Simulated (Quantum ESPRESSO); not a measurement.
# Al(100), stepped through the number of layers, part 4 of 7

Wanted: a table for Al(100) against the number of layers, and what can be fitted to it.

Quantum ESPRESSO 7.5; plane-wave DFT, PBE, GBRV ultrasoft pseudopotentials.

So far. Step 5 (Self-consistent run, 4 layers): The vacuum levels are read from the outermost 0.7 Å of the cell on either side. Step 5 (Self-consistent run, 4 layers): Inside the slab this potential holds the local part of the pseudopotentials, which can be repulsive at the nuclei; only its value in the vacuum has a meaning of its own.

## 6. Relaxation with pw.x, 5 layers

System of this step: Al(100), 5 layers. The cell holds 5 atoms: 5 Al. Cell: a = 2.856 Å, b = 2.856 Å, c = 24.038 Å, α = 90.0°, β = 90.0°, γ = 90.0°. It derives from Al. Vacuum lies along c.

The input, m1.relax.in:

```
&control
  prefix = 'm1.relax'
  outdir = './out'
  pseudo_dir = './pseudo'
  nstep = 40
  forc_conv_thr = 0.001
  calculation = 'relax'
/
&system
  ibrav = 0
  nat = 5
  ntyp = 1
  ecutwfc = 40
  ecutrho = 200
  occupations = 'smearing'
  smearing = 'mv'
  degauss = 0.02
/
&electrons
  conv_thr = 1e-08
  mixing_beta = 0.4
  electron_maxstep = 120
  mixing_mode = 'local-TF'
/
&ions
/
ATOMIC_SPECIES
  Al  26.9815  al_pbe_v1.uspp.F.UPF
CELL_PARAMETERS angstrom
  2.85639291368519 0.00000000000000 0.00000000000000
  0.00000000000000 2.85639291368519 0.00000000000000
  0.00000000000000 0.00000000000000 24.03781365723457
ATOMIC_POSITIONS crystal
  Al  0.000000000000 0.000000000000 0.331950207469
  Al  0.500000000000 0.500000000000 0.415975103734
  Al  0.000000000000 0.000000000000 0.500000000000 0 0 0
  Al  0.500000000000 0.500000000000 0.584024896266
  Al  0.000000000000 0.000000000000 0.668049792531
K_POINTS automatic
  12 12 1 0 0 0
```

Launch:

```bash
OMP_NUM_THREADS=1 mpirun -n 4 pw.x -nk 4 -in m1.relax.in > m1.relax.out
```

What it wrote:

```text
[banner, memory and clock lines left out]
Program PWSCF v.7.5 starts
[...]
Message from routine setup:
[...]
number of electrons       =        15.00
     number of Kohn-Sham states=           12
     kinetic-energy cutoff     =      40.0000  Ry
     charge density cutoff     =     200.0000  Ry
[...]
number of k points=    28  Marzari-Vanderbilt smearing, width (Ry)=  0.0200
[...]
Dense  grid:    63157 G-vectors     FFT dimensions: (  25,  25, 216)
[...]
negative rho (up, down):  1.646E-04 0.000E+00
     Starting wfcs are   20 randomized atomic wfcs
[...]
negative rho (up, down):  4.829E-06 0.000E+00
[...]
estimated scf accuracy    <       0.40226160 Ry
[...]
negative rho (up, down):  2.669E-05 0.000E+00
[...]
estimated scf accuracy    <       0.22720008 Ry
[...]
estimated scf accuracy    <       0.01102928 Ry
[...]
negative rho (up, down):  3.723E-04 0.000E+00
[...]
estimated scf accuracy    <       0.01312633 Ry
[...]
negative rho (up, down):  3.581E-04 0.000E+00
[...]
estimated scf accuracy    <       0.00544298 Ry
[...]
negative rho (up, down):  1.105E-04 0.000E+00
[...]
estimated scf accuracy    <       0.00518888 Ry
[...]
negative rho (up, down):  7.329E-04 0.000E+00
[...]
estimated scf accuracy    <       0.00295121 Ry
[...]
negative rho (up, down):  2.009E-03 0.000E+00
[...]
estimated scf accuracy    <       0.00304695 Ry
[...]
negative rho (up, down):  4.467E-03 0.000E+00
[...]
estimated scf accuracy    <       0.00058931 Ry
[...]
negative rho (up, down):  7.402E-04 0.000E+00
[...]
estimated scf accuracy    <       0.00494312 Ry
[...]
negative rho (up, down):  5.635E-04 0.000E+00
[...]
estimated scf accuracy    <       0.00130909 Ry
[...]
negative rho (up, down):  3.972E-04 0.000E+00
[...]
estimated scf accuracy    <       0.00039703 Ry
[...]
negative rho (up, down):  2.164E-04 0.000E+00
[...]
estimated scf accuracy    <       0.00015654 Ry
[...]
negative rho (up, down):  1.723E-04 0.000E+00
[...]
estimated scf accuracy    <       0.00001458 Ry
[...]
negative rho (up, down):  2.111E-04 0.000E+00
[...]
estimated scf accuracy    <       0.00000025 Ry
[...]
negative rho (up, down):  1.965E-04 0.000E+00
[...]
estimated scf accuracy    <       0.00000012 Ry
[...]
negative rho (up, down):  2.052E-04 0.000E+00
[...]
estimated scf accuracy    <       0.00000004 Ry
[...]
negative rho (up, down):  2.064E-04 0.000E+00
[...]
the Fermi energy is     0.8421 ev
!    total energy              =     -33.46706847 Ry
     estimated scf accuracy    <          2.6E-09 Ry
     smearing contrib. (-TS)   =      -0.00023794 Ry
     internal energy E=F+TS    =     -33.46683054 Ry
[...]
one-electron contribution =    -232.13320783 Ry
     hartree contribution      =     119.71154352 Ry
     xc contribution           =     -21.25352623 Ry
     ewald contribution        =     100.20836000 Ry
     convergence has been achieved in  18 iterations
     negative rho (up, down):  2.064E-04 0.000E+00
[...]
Total force =     0.010742     Total SCF correction =     0.000043
[...]
negative rho (up, down):  2.064E-04 0.000E+00
[...]
negative rho (up, down):  2.060E-04 0.000E+00
[...]
estimated scf accuracy    <       0.00001424 Ry
[...]
negative rho (up, down):  2.073E-04 0.000E+00
[...]
estimated scf accuracy    <       0.00000712 Ry
[...]
negative rho (up, down):  2.071E-04 0.000E+00
[...]
estimated scf accuracy    <       0.00000055 Ry
[...]
negative rho (up, down):  2.078E-04 0.000E+00
[...]
estimated scf accuracy    <       0.00000002 Ry
[...]
negative rho (up, down):  2.075E-04 0.000E+00
[...]
estimated scf accuracy    <       0.00000011 Ry
[...]
negative rho (up, down):  2.063E-04 0.000E+00
[...]
the Fermi energy is     0.8440 ev
!    total energy              =     -33.46717741 Ry
     estimated scf accuracy    <          4.3E-09 Ry
     smearing contrib. (-TS)   =      -0.00023443 Ry
     internal energy E=F+TS    =     -33.46694298 Ry
[...]
one-electron contribution =    -232.03354591 Ry
     hartree contribution      =     119.66198252 Ry
     xc contribution           =     -21.25205467 Ry
     ewald contribution        =     100.15667508 Ry
     convergence has been achieved in   6 iterations
     negative rho (up, down):  2.063E-04 0.000E+00
[...]
Total force =     0.009547     Total SCF correction =     0.000075
[...]
WARNING: bfgs curvature condition failed, Theta= 0.901
[...]
negative rho (up, down):  2.063E-04 0.000E+00
[...]
negative rho (up, down):  2.059E-04 0.000E+00
[...]
estimated scf accuracy    <       0.00001242 Ry
[...]
negative rho (up, down):  2.073E-04 0.000E+00
[...]
estimated scf accuracy    <       0.00000621 Ry
[...]
negative rho (up, down):  2.070E-04 0.000E+00
[...]
estimated scf accuracy    <       0.00000047 Ry
[...]
negative rho (up, down):  2.072E-04 0.000E+00
[...]
estimated scf accuracy    <       0.00000001 Ry
[...]
negative rho (up, down):  2.071E-04 0.000E+00
[...]
estimated scf accuracy    <       0.00000009 Ry
[...]
negative rho (up, down):  2.071E-04 0.000E+00
[...]
estimated scf accuracy    <          6.2E-09 Ry
[...]
negative rho (up, down):  2.070E-04 0.000E+00
[...]
estimated scf accuracy    <          3.6E-10 Ry
[...]
negative rho (up, down):  2.066E-04 0.000E+00
[...]
estimated scf accuracy    <          2.0E-10 Ry
[...]
negative rho (up, down):  2.062E-04 0.000E+00
[...]
the Fermi energy is     0.8456 ev
!    total energy              =     -33.46727991 Ry
     estimated scf accuracy    <          1.1E-11 Ry
     smearing contrib. (-TS)   =      -0.00022876 Ry
     internal energy E=F+TS    =     -33.46705114 Ry
[...]
one-electron contribution =    -231.91847407 Ry
     hartree contribution      =     119.60482418 Ry
     xc contribution           =     -21.25047182 Ry
     ewald contribution        =     100.09707056 Ry
     convergence has been achieved in   9 iterations
     negative rho (up, down):  2.062E-04 0.000E+00
[...]
Total force =     0.008267     Total SCF correction =     0.000003
[...]
negative rho (up, down):  2.059E-04 0.000E+00
[...]
negative rho (up, down):  2.042E-04 0.000E+00
[...]
estimated scf accuracy    <       0.00002315 Ry
[...]
negative rho (up, down):  2.059E-04 0.000E+00
[...]
estimated scf accuracy    <          1.9E-11 Ry
     smearing contrib. (-TS)   =      -0.00014199 Ry
     internal energy E=F+TS    =     -33.46746620 Ry
[...]
one-electron contribution =    -230.96674100 Ry
     hartree contribution      =     119.13198633 Ry
     xc contribution           =     -21.23953884 Ry
     ewald contribution        =      99.60682732 Ry
     convergence has been achieved in  11 iterations
     negative rho (up, down):  2.124E-04 0.000E+00
[...]
Total force =     0.002594     Total SCF correction =     0.000005
[...]
negative rho (up, down):  2.201E-04 0.000E+00
[...]
negative rho (up, down):  2.176E-04 0.000E+00
[...]
estimated scf accuracy    <       0.00000293 Ry
[...]
negative rho (up, down):  2.141E-04 0.000E+00
[...]
estimated scf accuracy    <       0.00000131 Ry
[...]
negative rho (up, down):  2.147E-04 0.000E+00
[...]
estimated scf accuracy    <       0.00000002 Ry
[...]
negative rho (up, down):  2.148E-04 0.000E+00
[...]
estimated scf accuracy    <          3.7E-09 Ry
[...]
negative rho (up, down):  2.147E-04 0.000E+00
[...]
estimated scf accuracy    <          3.4E-10 Ry
[...]
negative rho (up, down):  2.147E-04 0.000E+00
[...]
estimated scf accuracy    <          2.7E-10 Ry
[...]
negative rho (up, down):  2.143E-04 0.000E+00
[...]
the Fermi energy is     0.8588 ev
!    total energy              =     -33.46761707 Ry
     estimated scf accuracy    <          3.6E-11 Ry
     smearing contrib. (-TS)   =      -0.00013206 Ry
     internal energy E=F+TS    =     -33.46748501 Ry
[...]
one-electron contribution =    -230.80950658 Ry
     hartree contribution      =     119.05375445 Ry
     xc contribution           =     -21.23824787 Ry
     ewald contribution        =      99.52651500 Ry
     convergence has been achieved in   7 iterations
     negative rho (up, down):  2.143E-04 0.000E+00
[...]
Total force =     0.002687     Total SCF correction =     0.000006
[...]
negative rho (up, down):  2.215E-04 0.000E+00
[...]
negative rho (up, down):  2.193E-04 0.000E+00
[...]
estimated scf accuracy    <       0.00000334 Ry
[...]
negative rho (up, down):  2.165E-04 0.000E+00
[...]
estimated scf accuracy    <       0.00000142 Ry
[...]
negative rho (up, down):  2.169E-04 0.000E+00
[...]
estimated scf accuracy    <       0.00000002 Ry
[...]
negative rho (up, down):  2.169E-04 0.000E+00
[...]
estimated scf accuracy    <          5.0E-09 Ry
[...]
negative rho (up, down):  2.168E-04 0.000E+00
[...]
estimated scf accuracy    <          5.6E-10 Ry
[...]
negative rho (up, down):  2.167E-04 0.000E+00
[...]
estimated scf accuracy    <          3.5E-10 Ry
[...]
negative rho (up, down):  2.161E-04 0.000E+00
[...]
the Fermi energy is     0.8599 ev
!    total energy              =     -33.46762924 Ry
     estimated scf accuracy    <          7.1E-11 Ry
     smearing contrib. (-TS)   =      -0.00012434 Ry
     internal energy E=F+TS    =     -33.46750490 Ry
[...]
one-electron contribution =    -230.60614469 Ry
     hartree contribution      =     118.95252495 Ry
     xc contribution           =     -21.23678508 Ry
     ewald contribution        =      99.42289992 Ry
     convergence has been achieved in   7 iterations
     negative rho (up, down):  2.161E-04 0.000E+00
[...]
Total force =     0.002729     Total SCF correction =     0.000004
[...]
negative rho (up, down):  2.206E-04 0.000E+00
[...]
negative rho (up, down):  2.190E-04 0.000E+00
[...]
estimated scf accuracy    <       0.00001017 Ry
[...]
negative rho (up, down):  2.175E-04 0.000E+00
[...]
estimated scf accuracy    <       0.00000421 Ry
[...]
negative rho (up, down):  2.177E-04 0.000E+00
[...]
estimated scf accuracy    <       0.00000005 Ry
[...]
negative rho (up, down):  2.177E-04 0.000E+00
[...]
estimated scf accuracy    <       0.00000002 Ry
[...]
negative rho (up, down):  2.176E-04 0.000E+00
[...]
estimated scf accuracy    <          6.0E-09 Ry
[...]
negative rho (up, down):  2.172E-04 0.000E+00
[...]
estimated scf accuracy    <          9.1E-10 Ry
[...]
negative rho (up, down):  2.170E-04 0.000E+00
[...]
estimated scf accuracy    <          1.2E-10 Ry
[...]
negative rho (up, down):  2.164E-04 0.000E+00
[...]
estimated scf accuracy    <          2.4E-10 Ry
[...]
negative rho (up, down):  2.161E-04 0.000E+00
[...]
the Fermi energy is     0.8613 ev
!    total energy              =     -33.46764943 Ry
     estimated scf accuracy    <          2.5E-11 Ry
     smearing contrib. (-TS)   =      -0.00011593 Ry
     internal energy E=F+TS    =     -33.46753350 Ry
[...]
one-electron contribution =    -230.27017067 Ry
     hartree contribution      =     118.78511530 Ry
     xc contribution           =     -21.23454677 Ry
     ewald contribution        =      99.25206864 Ry
     convergence has been achieved in   9 iterations
     negative rho (up, down):  2.161E-04 0.000E+00
[...]
Total force =     0.002676     Total SCF correction =     0.000008
[...]
negative rho (up, down):  2.249E-04 0.000E+00
[...]
negative rho (up, down):  2.213E-04 0.000E+00
[...]
estimated scf accuracy    <       0.00002288 Ry
[...]
negative rho (up, down):  2.169E-04 0.000E+00
[...]
estimated scf accuracy    <       0.00001172 Ry
[...]
negative rho (up, down):  2.184E-04 0.000E+00
[...]
estimated scf accuracy    <       0.00000082 Ry
[...]
negative rho (up, down):  2.194E-04 0.000E+00
[...]
estimated scf accuracy    <       0.00000007 Ry
[...]
negative rho (up, down):  2.192E-04 0.000E+00
[...]
estimated scf accuracy    <       0.00000004 Ry
[...]
negative rho (up, down):  2.191E-04 0.000E+00
[...]
estimated scf accuracy    <          1.8E-09 Ry
[...]
negative rho (up, down):  2.188E-04 0.000E+00
[...]
estimated scf accuracy    <          5.8E-09 Ry
[...]
negative rho (up, down):  2.175E-04 0.000E+00
[...]
estimated scf accuracy    <          1.2E-09 Ry
[...]
negative rho (up, down):  2.170E-04 0.000E+00
[...]
the Fermi energy is     0.8631 ev
!    total energy              =     -33.46767903 Ry
     estimated scf accuracy    <          1.2E-11 Ry
     smearing contrib. (-TS)   =      -0.00010720 Ry
     internal energy E=F+TS    =     -33.46757184 Ry
[...]
one-electron contribution =    -229.72932855 Ry
     hartree contribution      =     118.51563887 Ry
     xc contribution           =     -21.23114044 Ry
     ewald contribution        =      98.97725829 Ry
     convergence has been achieved in   9 iterations
     negative rho (up, down):  2.170E-04 0.000E+00
[...]
Total force =     0.002427     Total SCF correction =     0.000003
[...]
negative rho (up, down):  2.142E-04 0.000E+00
[...]
negative rho (up, down):  2.115E-04 0.000E+00
[...]
estimated scf accuracy    <       0.00009180 Ry
[...]
negative rho (up, down):  2.099E-04 0.000E+00
[...]
estimated scf accuracy    <       0.00003889 Ry
[...]
negative rho (up, down):  2.103E-04 0.000E+00
[...]
estimated scf accuracy    <       0.00000061 Ry
[...]
negative rho (up, down):  2.104E-04 0.000E+00
[...]
estimated scf accuracy    <       0.00000035 Ry
[...]
negative rho (up, down):  2.100E-04 0.000E+00
[...]
estimated scf accuracy    <       0.00000011 Ry
[...]
negative rho (up, down):  2.093E-04 0.000E+00
[...]
estimated scf accuracy    <          6.6E-09 Ry
[...]
negative rho (up, down):  2.086E-04 0.000E+00
[...]
estimated scf accuracy    <          1.2E-09 Ry
[...]
negative rho (up, down):  2.070E-04 0.000E+00
[...]
estimated scf accuracy    <          5.8E-09 Ry
[...]
negative rho (up, down):  2.064E-04 0.000E+00
[...]
estimated scf accuracy    <          2.9E-10 Ry
[...]
negative rho (up, down):  2.060E-04 0.000E+00
[...]
```

Elapsed: 2.1 min, on 4 MPI ranks of Arm Neoverse V1, shared host; peak memory 0.38 GiB.

Step by step:

| step | energy less that of the first step (eV) | largest force (eV/Å) |
| --- | --- | --- |
| 1 | 0.0000 | 0.1428 |
| 2 | -0.0015 | 0.1308 |
| 3 | -0.0029 | 0.1177 |
| 4 | -0.0046 | 0.0988 |
| 5 | -0.0063 | 0.0717 |
| 6 | -0.0073 | 0.0334 |
| 7 | -0.0075 | 0.0412 |
| 8 | -0.0076 | 0.0453 |
| 9 | -0.0079 | 0.0469 |
| 10 | -0.0083 | 0.0439 |
| 11 | -0.0088 | 0.0316 |
| 12 | -0.0090 | 0.0134 |

The atoms that moved most (Å):

| atom | dx | dy | dz | length |
| --- | --- | --- | --- | --- |
| Al1 | 0.000 | 0.000 | -0.063 | 0.063 |
| Al5 | 0.000 | 0.000 | 0.063 | 0.063 |

The relaxed structure:

```cif
data_structure
_symmetry_space_group_name_H-M 'P 1'
_symmetry_Int_Tables_number 1
_cell_length_a 2.8564
_cell_length_b 2.8564
_cell_length_c 24.0378
_cell_angle_alpha 90.000
_cell_angle_beta 90.000
_cell_angle_gamma 90.000
_cell_volume 196.12
loop_
_atom_site_label
_atom_site_type_symbol
_atom_site_fract_x
_atom_site_fract_y
_atom_site_fract_z
_atom_site_occupancy
Al1 Al 0.00000 0.00000 0.32934 1
Al2 Al 0.50000 0.50000 0.41617 1
Al3 Al 0.00000 0.00000 0.50000 1
Al4 Al 0.50000 0.50000 0.58383 1
Al5 Al 0.00000 0.00000 0.67066 1
```

The relaxation lowers the energy by 2 meV an atom. On the free atoms the largest force ends at 0.013 eV/Å.

Read from the output:

```
free energy  : -455.3516 eV
Fermi energy : 0.8671 eV
```

## 7. Ground state, 5 layers

The input, m1.esm.in:

```
&control
  prefix = 'm1.esm'
  outdir = './out'
  pseudo_dir = './pseudo'
  calculation = 'scf'
  tprnfor = .true.
/
&system
  ibrav = 0
  nat = 5
  ntyp = 1
  ecutwfc = 40
  ecutrho = 200
  occupations = 'smearing'
  smearing = 'mv'
  degauss = 0.02
  assume_isolated = 'esm'
  esm_bc = 'bc1'
/
&electrons
  conv_thr = 1e-08
  mixing_beta = 0.25
  electron_maxstep = 160
  mixing_mode = 'local-TF'
  mixing_ndim = 12
/
ATOMIC_SPECIES
  Al  26.9815  al_pbe_v1.uspp.F.UPF
CELL_PARAMETERS angstrom
  2.85639291368519 0.00000000000000 0.00000000000000
  0.00000000000000 2.85639291368519 0.00000000000000
  0.00000000000000 0.00000000000000 24.03781365723457
ATOMIC_POSITIONS crystal
  Al  0.000000000000 0.000000000000 -0.170660633800
  Al  0.500000000000 0.500000000000 -0.083832736500
  Al  0.000000000000 0.000000000000 0.000000000000
  Al  0.500000000000 0.500000000000 0.083832736500
  Al  0.000000000000 0.000000000000 0.170660633800
K_POINTS automatic
  12 12 1 0 0 0
```

Launch:

```bash
OMP_NUM_THREADS=1 mpirun -n 4 pw.x -nk 4 -in m1.esm.in > m1.esm.out
```

What it wrote:

```text
[banner, memory and clock lines left out]
Program PWSCF v.7.5 starts
[...]
Message from routine setup:
[...]
number of electrons       =        15.00
     number of Kohn-Sham states=           12
     kinetic-energy cutoff     =      40.0000  Ry
     charge density cutoff     =     200.0000  Ry
[...]
number of k points=    28  Marzari-Vanderbilt smearing, width (Ry)=  0.0200
[...]
Dense  grid:    63157 G-vectors     FFT dimensions: (  25,  25, 216)
[...]
negative rho (up, down):  1.613E-04 0.000E+00
     Starting wfcs are   20 randomized atomic wfcs
[...]
negative rho (up, down):  2.403E-05 0.000E+00
[...]
estimated scf accuracy    <       0.27668305 Ry
[...]
negative rho (up, down):  2.823E-08 0.000E+00
[...]
estimated scf accuracy    <       0.24316896 Ry
[...]
estimated scf accuracy    <       0.07473102 Ry
[...]
estimated scf accuracy    <       0.01177945 Ry
[...]
estimated scf accuracy    <       0.01572414 Ry
[...]
negative rho (up, down):  4.892E-06 0.000E+00
[...]
estimated scf accuracy    <       0.02220844 Ry
[...]
negative rho (up, down):  7.250E-06 0.000E+00
[...]
estimated scf accuracy    <       0.01201610 Ry
[...]
negative rho (up, down):  6.441E-05 0.000E+00
[...]
estimated scf accuracy    <       0.01710013 Ry
[...]
negative rho (up, down):  4.075E-08 0.000E+00
[...]
estimated scf accuracy    <       0.01945506 Ry
[...]
negative rho (up, down):  6.648E-04 0.000E+00
[...]
estimated scf accuracy    <       0.01682189 Ry
[...]
negative rho (up, down):  2.729E-05 0.000E+00
[...]
estimated scf accuracy    <       0.01758972 Ry
[...]
negative rho (up, down):  1.946E-05 0.000E+00
[...]
estimated scf accuracy    <       0.01512185 Ry
[...]
negative rho (up, down):  2.038E-04 0.000E+00
[...]
estimated scf accuracy    <       0.00002463 Ry
[...]
negative rho (up, down):  1.912E-04 0.000E+00
[...]
estimated scf accuracy    <       0.00001145 Ry
[...]
negative rho (up, down):  2.159E-04 0.000E+00
[...]
estimated scf accuracy    <       0.00001827 Ry
[...]
negative rho (up, down):  2.015E-04 0.000E+00
[...]
estimated scf accuracy    <       0.00000054 Ry
[...]
negative rho (up, down):  1.743E-04 0.000E+00
[...]
estimated scf accuracy    <       0.00000065 Ry
[...]
negative rho (up, down):  1.850E-04 0.000E+00
[...]
estimated scf accuracy    <       0.00000005 Ry
[...]
negative rho (up, down):  2.007E-04 0.000E+00
[...]
estimated scf accuracy    <       0.00000005 Ry
[...]
negative rho (up, down):  2.051E-04 0.000E+00
[...]
estimated scf accuracy    <       0.00000006 Ry
[...]
negative rho (up, down):  2.059E-04 0.000E+00
[...]
estimated scf accuracy    <       0.00000001 Ry
[...]
negative rho (up, down):  2.027E-04 0.000E+00
[...]
the Fermi energy is    -4.3028 ev
!    total energy              =     -33.46772832 Ry
     estimated scf accuracy    <          2.5E-09 Ry
     smearing contrib. (-TS)   =      -0.00010671 Ry
     internal energy E=F+TS    =     -33.46762160 Ry
[...]
one-electron contribution =     639.68758216 Ry
     hartree contribution      =    -319.04045307 Ry
     xc contribution           =     -21.22228927 Ry
     ewald contribution        =    -332.89246142 Ry
     convergence has been achieved in  46 iterations
     negative rho (up, down):  2.027E-04 0.000E+00
[...]
Total force =     0.000873     Total SCF correction =     0.000053
[...]
```

It took 58 s on 4 MPI ranks; peak memory 0.38 GiB; 3.8 min of CPU time.

Numbers from this step:

* Fermi energy: -4.303 eV
* vacuum line at the lower end of the cell, over the Fermi level: 4.303 eV
* vacuum line at the upper end of the cell, over the Fermi level: 4.303 eV

Inside the slab this potential holds the local part of the pseudopotentials, which can be repulsive at the nuclei; only its value in the vacuum has a meaning of its own.

[end of part 4 of 7]

[Logs are printed without paths, hosts, clocks, repeated set-up lines and the standing remarks that a program may print on its own settings, such as how far it seeks lower states.]

[Hosts, paths, dates, database ids (printed as entryN), source tags and the programs' standing remarks are cut or masked in the printed files.]

[Maps of the electrostatic potential energy from Ansatz leave out the sawtooth potential of an applied field or a dipole correction, so their vacuum need not be flat; planar profiles and work functions include it.]
